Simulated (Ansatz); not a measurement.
In doubt: masses and optical values from hybrid runs of this build are listed as unsure (in some of the runs), which bears on the screening that GW takes from such a start.

Two G0W0 runs on BaTiO3 (Pm-3m).

```xyz
5
Lattice="4.0060 0.0000 0.0000 0.0000 4.0060 0.0000 0.0000 0.0000 4.0060" Properties=species:S:1:pos:R:3 pbc="T T T"
Ba    2.0030    2.0030    2.0030
Ti    0.0000    0.0000    0.0000
O     2.0030    0.0000    0.0000
O     0.0000    2.0030    0.0000
O     0.0000    0.0000    2.0030
```

The cell and positions come from the Crystallography Open Database and are kept as given unless a step says otherwise. Spin-orbit coupling is left out unless a run names it.

The first (Ansatz 0.2.0; start PBE, 6×6×6 mesh, 382 empty bands, screening to 190 eV, all-electron files; 1 × NVIDIA H100 80GB HBM3 (shared by 3 runs) with 4 threads of AMD EPYC 7R13 (Zen 3), shared host) gave, on its mesh: starting gap 1.80 eV, G0W0 gap 3.20 eV, RPA ε∞ (mean) 6.49, 6.3 min.

Question: The second changes start from PBE to PBE0 and files from all-electron to hard PAW. What does it give?

It gave: starting gap 3.93 eV, G0W0 gap 3.73 eV, RPA ε∞ (mean) 4.36, 2.2 min. The G0W0 gap moves by +0.53 eV, +2.13 eV from the start and −1.60 eV from the correction. Σc changes by −0.58 eV at the valence top and +0.60 eV at the conduction bottom, and Σx − Vxc between them by −2.78 eV.

Limits: not at the basis limit; no spin-orbit coupling.

[Paths, hosts, dates, memory and timing lines, banners, echoed tables and standing remarks are left out of the program output.]

[Logs are printed without paths, hosts, clocks, repeated set-up lines and the standing remarks that a program may print on its own settings, such as how far it seeks lower states.]

[Runs of the session that timed out or met a known fault of the program may be left out.]

[Cells called generated may have been cut or substituted from an entry of the Crystallography Open Database or the Materials Project.]

[Hosts, paths, dates, database ids (printed as entryN), source tags and the programs' standing remarks are cut or masked in the printed files.]
